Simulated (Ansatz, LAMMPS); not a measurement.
## Structural relaxation of Li+ triflate in fluoroethylene carbonate, from a frame at 350 K (78 atoms)

Wanted: the relaxed structure of Li+ triflate in fluoroethylene carbonate, from a frame at 350 K (78 atoms) and its electronic structure.

Method: Kohn-Sham DFT, PBEsol, PAW (set soft_2), plane waves, in Ansatz 0.2.0.

Report form: the programs' logs are mostly left out.

### Step 1. Starting point

The cell holds 78 atoms: 12 F, 20 C, 24 O, 18 H, 2 S and 2 Li. Cell: a = 10.025 Å, b = 10.025 Å, c = 10.025 Å, α = 90.0°, β = 90.0°, γ = 90.0°. 6 fluoroethylene carbonate, 2 Li+, 2 triflate placed at random, at 1.56 g/cm³; overlaps pushed apart, then 10 ps at 550 K with Joung-Cheatham ions (J. Phys. Chem. B 112, 9020 (2008)); MMFF94 bonds, angles, torsions, charges and radii (Halgren, J. Comput. Chem. 17, 490 (1996)) in harmonic and 12-6 forms; charges of ions scaled by 0.8. Snapshot after 30 ps at 350 K and fixed volume.

Before any run, some limits are plain. The network of contacts between molecules at the start is that of the classical potential that made the cell. The functional has no dispersion term, which matters for the binding between molecules or layers. Only the Γ point is sampled, in a cell whose shortest periodic width is 10 Å.

### Step 2. The classical run that made the cell

A classical potential makes the cell, at a small fraction of what the same run would cost in DFT.

This step: classical MD, Joung-Cheatham ions (J. Phys. Chem. B 112, 9020 (2008)); MMFF94 bonds, angles, torsions, charges and radii (Halgren, J. Comput. Chem. 17, 490 (1996)) in harmonic and 12-6 forms; charges of ions scaled by 0.8 (LAMMPS 22 Jul 2025 - Update 4).

File in.lmp:

```
# Li+ triflate in fluoroethylene carbonate
units real
atom_style full
boundary p p p
bond_style harmonic
angle_style harmonic
dihedral_style opls
improper_style harmonic
special_bonds lj 0 0 0.5 coul 0 0 0.75
read_data data.lmp
neigh_modify delay 0 every 1 check yes one 4000
comm_modify cutoff 12.0
timestep 0.5
thermo_style custom step time temp pe press density
thermo_modify norm yes
# push overlapping molecules apart
pair_style soft 2.6
pair_coeff * * 0.0
variable a equal ramp(1,60)
fix ad all adapt 1 pair soft a * * v_a
velocity all create 550 674738 mom yes dist gaussian
fix lim all nve/limit 0.03
fix lan all langevin 550 550 50 674739 zero yes
thermo 1000
run 3000 post no
unfix ad
pair_style lj/cut/coul/long 9.0
pair_modify mix arithmetic tail yes
pair_coeff 1 1 0.0801 2.5590   # F
pair_coeff 2 2 0.0678 3.3680   # C
pair_coeff 3 3 0.0763 3.0430   # O
pair_coeff 4 4 0.0678 3.4070   # C
pair_coeff 5 5 0.0763 2.9870   # O
pair_coeff 6 6 0.0216 2.5400   # H
# [... 21 lines left out ...]
compute msd all msd com yes
thermo 7500
fix md all nvt temp 350 350 100
run 30000 post no
print "== T350: mean square displacement over the hold $(c_msd[4]:%.2f) A^2"
unfix md
uncompute msd
write_dump all custom T350.dump id type xs ys zs modify sort id
```

Command:

```sh
> lmp -in in.lmp -log none -nocite
```

Run time: 11 s. Hardware: 1 thread of Arm Neoverse V2, shared host; peak memory 0.12 GiB.

The input also reads data.lmp (atoms, bonds and types; not printed here).

### Step 3. Single point at the start

The forces at the start show how far the geometry lies from a minimum of this functional.

File input.yaml:

```yaml
crystal:
  lattice:
    - [10.02494, 0.0, 0.0]
    - [0.0, 10.02494, 0.0]
    - [0.0, 0.0, 10.02494]
  atoms:
    - { symbol: F, position: [0.64022, 0.49938, 0.26822] }
    - { symbol: C, position: [0.51698, 0.44389, 0.28923] }
    - { symbol: C, position: [0.41429, 0.49237, 0.19296] }
    - { symbol: O, position: [0.44772, 0.42304, 0.0798] }
    - { symbol: C, position: [0.52213, 0.3193, 0.11711] }
    - { symbol: O, position: [0.55359, 0.2339, 0.03488] }
    - { symbol: O, position: [0.53353, 0.31196, 0.2512] }
    - { symbol: H, position: [0.48508, 0.45225, 0.39196] }
[... 66 atom lines left out ...]
    - { symbol: F, position: [0.11266, 0.26412, 0.5901] }
    - { symbol: F, position: [0.11966, 0.41466, 0.73878] }
    - { symbol: Li, position: [0.51225, 0.13342, 0.87473] }
    - { symbol: Li, position: [0.90846, 0.59174, 0.37947] }
kpoints:
  mp_grid: { grid: [1, 1, 1] }
hamiltonian:
  xc: pbesol
scf:
  occupations: { method: gaussian, width: 0.025 }
output:
  forces: true
  stress: true
  populations: true
  dos:
    method: { smearing: { sigma: 0.1 } }
    de: 0.1
    projected: { site_lists: { C: [C], F: [F], H: [H], Li: [Li], O: [O] } }
  eigenvalues: true
```

Command:

```sh
> ansatz run input.yaml --threads 4 --pin off --max-ram 8192MiB --backend cpu --events-out ev --progress --plain --runs-dir out
```

Run time: 7.8 s. Hardware: 4 threads of Arm Neoverse V2, shared host; peak memory 1.1 GiB; 29 s of CPU time.

The run gave:

- free energy: -30438.2051 eV
- free energy per atom: -390.2334 eV/atom
- SCF cycles: 10
- pressure: 2.6 GPa
- r.m.s. force component: 1.148 eV/Å
- longest force: 4.462 eV/Å
- Fermi energy: 2.015 eV
- gap (highest filled to lowest empty level): 4.163 eV
- spilling of the projection: 0.01334

The r.m.s. force component of 1.1 eV/Å and the pressure of 2.6 GPa set the starting point.

Length of the force by element:

| element | coordination | atoms | mean length of the force (eV/Å) | spread | least | most |
| --- | --- | --- | --- | --- | --- | --- |
| C | all | 20 | 2.12 | 1.02 | 0.560 | 4.46 |
| F | all | 12 | 1.38 | 0.672 | 0.343 | 2.93 |
| H | all | 18 | 1.11 | 0.506 | 0.497 | 2.31 |
| Li | all | 2 | 0.292 | 0.101 | 0.191 | 0.393 |
| O | all | 24 | 2.07 | 0.968 | 0.409 | 3.81 |
| S | all | 2 | 2.76 | 0.737 | 2.03 | 3.50 |

### Step 4. Cell and atoms relaxed

The cell is relaxed with the atoms, since the starting lattice needn't suit this functional.

input.yaml, the sections that differ from step 3:

```yaml
output:
  forces: true
relax:
  f_tol: 0.03
  max_steps: 200
  cell: {}
# crystal, kpoints, hamiltonian, scf: as in step 3
```

Run time: 4 min. Hardware: 4 threads; peak memory 1.2 GiB.

Relaxation path (22 of 43):

```
step  energy less that of the first step (eV)  largest force component (eV/Å)  pressure (GPa)  volume (Å³)
   1                                   0.0000                          3.4448            2.60      1007.50
   3                                  -4.1706                          0.7686           -0.44      1031.30
   5                                  -4.6347                          0.4163           -0.31      1022.67
   7                                  -4.7919                          0.2585           -0.28      1023.67
   9                                  -4.8506                          0.5710           -0.87      1030.87
  11                                  -4.9733                          0.3441           -0.05      1028.00
  13                                  -5.0319                          0.2939           -0.25      1030.87
  15                                  -5.1095                          0.5190           -0.06      1027.04
  17                                  -5.1476                          0.3774            0.02      1029.15
  19                                  -5.2010                          0.2156           -0.34      1026.82
  21                                  -5.2498                          0.0714           -0.10      1022.56
  23                                  -5.2567                          0.2195            0.26      1022.98
  25                                  -5.2694                          0.0411           -0.08      1022.71
  27                                  -5.2764                          0.0539           -0.08      1022.15
  29                                  -5.2821                          0.0395           -0.01      1021.17
  31                                  -5.2854                          0.0328            0.00      1020.57
  33                                  -5.2857                          0.0243            0.00      1020.62
  35                                  -5.3232                          0.0449            0.00      1032.47
  37                                  -5.3157                          0.0201            0.00      1034.65
  39                                  -5.3504                          0.0157            0.02      1041.88
 41*                                  -5.3836                          0.0132            0.02      1044.63
 43*                                  -5.3873                          0.0188           -0.01      1050.26
```

Relaxation steps marked * repeat the geometry before them on a plane-wave basis chosen anew for their cell, so energy and pressure can jump there. Other such steps can lie between the rows shown.

```csv
cell as run,before,after,change
a (Å),10.025,10.382,+3.6 %
b (Å),10.025,10.026,+0.0 %
c (Å),10.025,10.098,+0.7 %
α (°),90.00,91.54,+1.7 %
β (°),90.00,88.74,-1.4 %
γ (°),90.00,88.96,-1.2 %
volume (Å³/atom),12.92,13.46,+4.2 %
```

The atoms that moved most (Å, as changes of fractional coordinates times the final cell):

```
atom      dx      dy      dz  length
 F76   1.594   1.432  -0.467   2.193
 F31   1.546  -0.379  -1.063   1.914
Li77  -1.086  -1.048   0.631   1.636
 H49  -0.313  -0.805   1.389   1.636
 H18  -0.904   0.662  -1.160   1.613
 H60  -1.054   0.799   0.866   1.581
 H40   1.051   1.132   0.258   1.566
 O71   1.468  -0.237  -0.455   1.555
```

The relaxation changed the energy by -69.1 meV/atom, and atoms moved by 1.0 Å r.m.s., 2.2 Å at most.

### Step 5. Structure statistics after relaxation

Density 1.50 g/cm³, 13.46 Å³ an atom.

Pair distribution functions g(r), in bins of 0.2 Å:

```
r (Å)  total   O-O    O-C   O-H   O-F   O-Li    O-S
 1.00   1.30  0.00   0.00  0.00  0.00   0.00   0.00
 1.20   1.31  0.00   3.48  0.00  0.00   0.00   0.00
 1.40   3.01  0.00  10.95  0.00  0.00   0.00  24.00
 1.60   0.35  0.00   0.00  0.00  0.00   0.00   0.00
 1.80   0.33  0.00   0.00  0.00  0.00   0.00   0.00
 2.00   1.10  0.00   0.00  4.27  0.00  18.45   0.00
 2.20   1.79  5.15   0.17  0.78  1.71   0.00   0.00
 2.40   0.96  1.43   1.77  0.85  0.00   0.00   0.00
 2.60   0.40  0.00   0.76  0.70  0.00   0.00   0.00
 2.80   0.49  0.18   0.00  1.21  0.18   0.00   0.00
 3.00   0.88  0.78   0.29  0.76  2.58   0.00   0.00
 3.20   1.02  0.98   0.51  1.79  1.69   0.81   0.00
 3.40   0.82  0.86   1.88  0.66  0.25   2.29   0.00
 3.60   0.62  0.45   0.80  0.81  1.10   1.35   0.00
 3.80   0.71  0.40   0.49  0.60  1.81   1.24   1.24
 4.00   1.12  1.18   0.76  1.39  2.08   1.09   1.61
 4.20   0.90  0.91   0.69  1.32  0.66   2.53   0.50
 4.40   1.13  0.38   1.52  1.15  1.41   0.47   1.76
 4.60   1.00  0.89   1.04  0.91  0.90   0.00   0.83
 4.80   0.82  0.64   0.87  0.88  0.50   0.00   0.76
```

### Step 6. Single point at the relaxed geometry

The electronic structure is read at the final geometry, in a run of its own.

File input.yaml:

```yaml
crystal:
  lattice:
    - [10.38073, 0.09366, 0.11289]
    - [0.09366, 10.02491, -0.13549]
    - [0.11289, -0.13549, 10.09621]
  atoms:
    - { symbol: F, position: [0.64287, 0.51318, 0.1523] }
    - { symbol: C, position: [0.54052, 0.4459, 0.20297] }
    - { symbol: C, position: [0.42161, 0.46435, 0.12013] }
    - { symbol: O, position: [0.4213, 0.34459, 0.03744] }
    - { symbol: C, position: [0.50543, 0.25701, 0.08343] }
    - { symbol: O, position: [0.52308, 0.14423, 0.03968] }
    - { symbol: O, position: [0.56954, 0.30719, 0.18801] }
    - { symbol: H, position: [0.52859, 0.47252, 0.30895] }
[... 66 atom lines left out ...]
    - { symbol: F, position: [0.18017, 0.37066, 0.63471] }
    - { symbol: F, position: [0.27245, 0.55545, 0.69267] }
    - { symbol: Li, position: [0.40784, 0.0307, 0.93703] }
    - { symbol: Li, position: [0.92074, 0.58241, 0.39377] }
kpoints:
  mp_grid: { grid: [1, 1, 1] }
hamiltonian:
  xc: pbesol
scf:
  occupations: { method: gaussian, width: 0.025 }
output:
  forces: true
  stress: true
  populations: true
  dos:
    method: { smearing: { sigma: 0.08 } }
    de: 0.1
    projected: { site_lists: { C: [C], F: [F], H: [H], Li: [Li], O: [O] } }
  eigenvalues: true
  write_density: true
  write_potential: true
  volumetric_format: npy
  elf: true
```

Wall time 8.9 s (4 threads); peak memory 1.2 GiB.

The program notes that the exchange-correlation potential is rough where the density is thin.

Numbers from this run:

```yaml
free_energy: -30443.5924 eV
free_energy_per_atom: -390.3025 eV/atom
scf_cycles: 10
pressure: -0.00841 GPa
r_m_s_force_component: 0.00399 eV/Å
longest_force: 0.02557 eV/Å
fermi_energy: 1.932 eV
spacing_of_highest_filled_and_lowest_empty_level: 5.028 eV
spilling_of_the_projection: 0.01329
```

Löwdin charges by element (they lack the spilled electrons, 0.059 e an atom on average):

```csv
element,coordination,atoms,mean charge (e),spread,least,most
C,all,20,0.365,0.335,-0.104,0.727
F,all,12,-0.240,0.0252,-0.278,-0.215
H,all,18,0.239,0.0069,0.225,0.254
Li,all,2,0.75,0.0041,0.746,0.754
O,all,24,-0.425,0.220,-0.812,-0.231
S,all,2,2.28,0.0046,2.27,2.28
```

Density of states as counts of states in windows of 1 eV (from the Fermi level), total and the larger projections:

```csv
from (eV),to (eV),total,O p,C p,F p,H s,C s,O s
-18,-17,0.0,0.0,0.0,0.0,0.0,0.0,0.0
-17,-16,1.9,0.4,0.2,0.1,0.2,0.9,0.1
-16,-15,10.1,2.0,0.9,0.3,1.1,4.7,0.5
-15,-14,3.9,0.1,0.2,1.3,0.0,0.7,0.3
-14,-13,12.1,4.7,2.8,0.7,0.9,2.3,0.1
-13,-12,11.1,4.0,3.4,0.7,0.1,0.9,1.6
-12,-11,5.2,0.8,1.2,1.5,0.0,0.1,0.6
-11,-10,30.8,5.8,9.0,11.1,1.5,0.3,0.9
-10,-9,16.9,6.3,4.1,1.4,1.6,0.7,1.9
-9,-8,23.9,10.1,6.1,3.1,1.8,0.3,1.6
-8,-7,31.7,9.2,4.7,12.5,1.3,0.2,1.9
-7,-6,32.3,10.0,4.1,14.6,1.5,0.3,1.1
-6,-5,25.1,10.9,2.2,10.7,0.7,0.2,0.3
-5,-4,43.1,30.7,4.0,4.8,2.3,0.2,0.3
-4,-3,15.9,12.5,1.0,1.2,0.3,0.3,0.0
-3,-2,4.0,3.9,0.0,0.0,0.0,0.0,0.0
-2,2,0.0,0.0,0.0,0.0,0.0,0.0,0.0
2,3,13.9,4.8,6.8,0.1,0.6,0.1,0.2
3,4,8.1,0.9,3.0,0.1,0.6,0.5,0.7
4,5,21.9,2.0,6.1,1.0,2.5,1.3,0.7
```

The curve was stored every 0.10 eV, coarse against its broadening of 0.08 eV, so these counts are rough.

Between -26 and -18 eV lie 45 more states.

About 31 of the 344 electrons lie in deeper levels, below the stored range.

Not all projections were asked for or kept, so they needn't add up to the total.

The levels nearest the highest filled one (over half full), pooled over k-points and spins:

| level less the highest filled one (eV) | occupation |
| --- | --- |
| -1.20 | 2 |
| -1.08 | 2 |
| -0.870 | 2 |
| -0.759 | 2 |
| -0.14 | 2 |
| 0 | 2 |
| 5.03 | 0 |
| 5.04 | 0 |
| 5.17 | 0 |
| 5.20 | 0 |
| 5.23 | 0 |
| 5.28 | 0 |

ELF in the ab plane at fractional z = 0.065, with atoms of C and H and O and S and F within 0.2 Å of it. It is the smooth field of the valence electrons, not physical close to the nuclei.

Ten even steps from '_' (0.01 × 1e-1) to '@' (9.96 × 1e-1), each cell a mean:
```
__________--++####**::________________..**@@%%++__________
____________..----..____________________::==::____________
__________________________....________________..::::..____
____....________________......____________..--**##**==____
..::----..______________......__________..==##%%%%%%++..__
++==::----......________________________::**%%##**##**----
@@##::==******++--______________________..**%%%%**##**++##
@@%%++**##**%%##==________________________--++**####==--##
**==::++##**####--____++%%**::______________..::====....==
--..__==%%%%##++..__==@@@@@@**____..::..______..--++++====
..____..++++==..__..##@@@@@@%%..__--++++::______::--====--
________....______::**%%@@@@##..__==##**==..____....::::..
__________________::==++****==..__::++**==..______________
::..______________..::++**++::______..::::____________..::
##==______________..++######==..____________________--##%%
%%++..__________..==####++****--::..________________==%%@@
**==::..::..______++%%%%##%%##++++--..______________::++**
--==--====::..____..==++++++::::++--..________::----------
++++==++++==::..________::++**##**==..______..==****++====
::::--++**++++==--..____--**##**##**--________==####**==::
____::++--::**##**++..__--####**%%%%++..______::++##**==..
____::++==++##**####==__::**%%%%%%##==__________..====::__
____..==++####==**%%**..__--******==..__..--::______..____
______..--++##%%%%%%++..____......______++@@%%==__________
```
Columns run along a (10.4 Å), rows up along b (10.0 Å). Atoms in or near the plane, at fractional coordinates: C at (0.51, 0.26), H at (0.43, 0.55), C at (0.17, 0.13), O at (0.26, 0.06), S at (0.93, 0.65), C at (0.08, 0.74), F at (0.18, 0.65).

Valence density in the ab plane at fractional z = 0.065, with atoms of C and H and O and S and F within 0.2 Å of it. It is the smooth field of the valence electrons, not physical close to the nuclei.

Values in units of 1e0 e/Å³, 13 rows by 16 columns, each cell a mean:
```
0.0 0.0 0.0 0.1 0.2 0.1 0.0 0.0 0.0 0.0 0.0 0.1 0.1 0.0 0.0 0.0
0.1 0.1 0.1 0.0 0.0 0.0 0.0 0.1 0.1 0.0 0.0 0.0 0.1 0.1 0.1 0.0
0.4 0.9 0.4 0.1 0.0 0.0 0.0 0.0 0.0 0.0 0.0 0.1 0.9 2.7 0.8 0.1
1.3 1.6 1.8 1.2 0.1 0.0 0.0 0.0 0.0 0.0 0.0 0.1 1.2 3.7 1.7 0.8
0.7 0.7 5.2 5.8 0.3 0.0 0.0 0.0 0.0 0.0 0.0 0.0 0.1 0.7 0.9 0.9
0.2 0.1 0.6 0.7 0.1 0.1 0.7 0.7 0.1 0.1 0.2 0.1 0.0 0.2 0.7 0.7
0.0 0.0 0.0 0.0 0.0 0.2 1.0 1.0 0.2 0.2 0.3 0.1 0.0 0.0 0.1 0.1
0.1 0.0 0.0 0.0 0.0 0.3 1.5 1.2 0.2 0.1 0.1 0.0 0.0 0.0 0.0 0.2
0.6 0.1 0.0 0.0 0.0 0.4 3.5 3.0 0.7 0.2 0.0 0.0 0.0 0.0 0.1 0.8
1.4 0.6 0.3 0.1 0.0 0.1 0.6 1.5 1.6 0.5 0.1 0.0 0.0 0.2 0.5 1.3
0.6 0.8 1.3 0.7 0.2 0.1 0.1 1.2 3.8 1.1 0.1 0.0 0.0 0.5 1.2 0.7
0.1 0.4 1.4 2.6 2.8 0.5 0.1 0.8 3.0 1.0 0.1 0.0 0.0 0.1 0.2 0.1
0.0 0.1 0.3 2.0 4.1 0.7 0.1 0.1 0.1 0.1 0.0 0.1 0.1 0.0 0.0 0.0
```
Columns run along a (10.4 Å), rows up along b (10.0 Å). Atoms in or near the plane, at fractional coordinates: C at (0.51, 0.26), H at (0.43, 0.55), C at (0.17, 0.13), O at (0.26, 0.06), S at (0.93, 0.65), C at (0.08, 0.74), F at (0.18, 0.65).

Mean Löwdin charges: C +0.36, F -0.24, H +0.24, Li +0.75, O -0.43, S +2.28 e (they miss 1.3 % of the electrons, so they add up to more than the cell's charge). The largest share in the top eV of filled states is O p (79 % of the projected weight), and in the lowest eV of empty states C p (52 % of the projected weight).

The surroundings of S62, one of the 2 S atoms, nearest first, numbered as they follow in the input and with coordinates relative to it.

```csv
atom,x,y,z,distance (Å),Löwdin charge (e)
S62,0.00,0.00,0.00,0.00,2.28
O64,-0.99,1.07,0.03,1.46,-0.78
O61,-0.04,-0.85,-1.18,1.46,-0.76
O63,0.16,-0.75,1.25,1.47,-0.81
C65,1.61,0.91,-0.16,1.86,0.65
F68,1.59,1.69,-1.26,2.63,-0.22
F67,1.81,1.70,0.91,2.64,-0.22
F66,2.64,0.06,-0.26,2.65,-0.21
H48,0.49,-2.81,-0.67,2.93,0.24
H39,-0.81,1.18,-2.62,2.98,0.24
Li78,-0.03,-0.68,3.16,3.23,0.75
H38,-1.85,-0.99,-2.57,3.32,0.24
F1,-2.95,-1.37,0.70,3.32,-0.25
```

### Step 7. Summary of results

| Quantity | Value |
| --- | --- |
| energy change in the relaxation | -69.07 meV/atom |
| r.m.s. displacement | 1.009 Å |
| largest displacement | 2.193 Å |
| free energy per atom | -390.3025 eV/atom |
| pressure | -0.00841 GPa |
| r.m.s. force component | 0.00399 eV/Å |
| gap (highest filled to lowest empty level) | 5.028 eV |
| wall time of the 3 DFT runs | 4.3 min |

Relaxation lowers the energy by 69.1 meV/atom and moves atoms by 1.0 Å r.m.s.; the r.m.s. force component goes from 1.1 to 0.0040 eV/Å, the pressure goes from 2.6 to -0.0084 GPa, and the gap from 4.16 to 5.03 eV. Displacements are taken in the final cell, so they leave out its strain. The functional lacks dispersion, which holds such a cell together, so the relaxed volume is likely too large. The cell grew by 4.2 % in volume. First to last step the energy falls by 5.387 eV, across changes of basis; the largest move, 2.19 Å, is that of F76. Between filled and empty levels lie 5.03 eV (at Γ alone); a semilocal functional tends to put such gaps too low. In a disordered cell it changes from sample to sample and from frame to frame.

Caveats: The network of contacts between molecules at the start is that of the classical potential that made the cell; in DFT atoms moved by 1.0 Å r.m.s.

[Logs are printed without paths, hosts, clocks, repeated set-up lines and the standing remarks that a program may print on its own settings, such as how far it seeks lower states.]

[Hosts, paths, dates, database ids (printed as entryN), source tags and the programs' standing remarks are cut or masked in the printed files.]

[The MMFF94 radii named for the starting cell were scaled by 0.96; in molecules described by MMFF94, hydrogen bound to N, O or S took a small fixed 12-6 site in their place.]
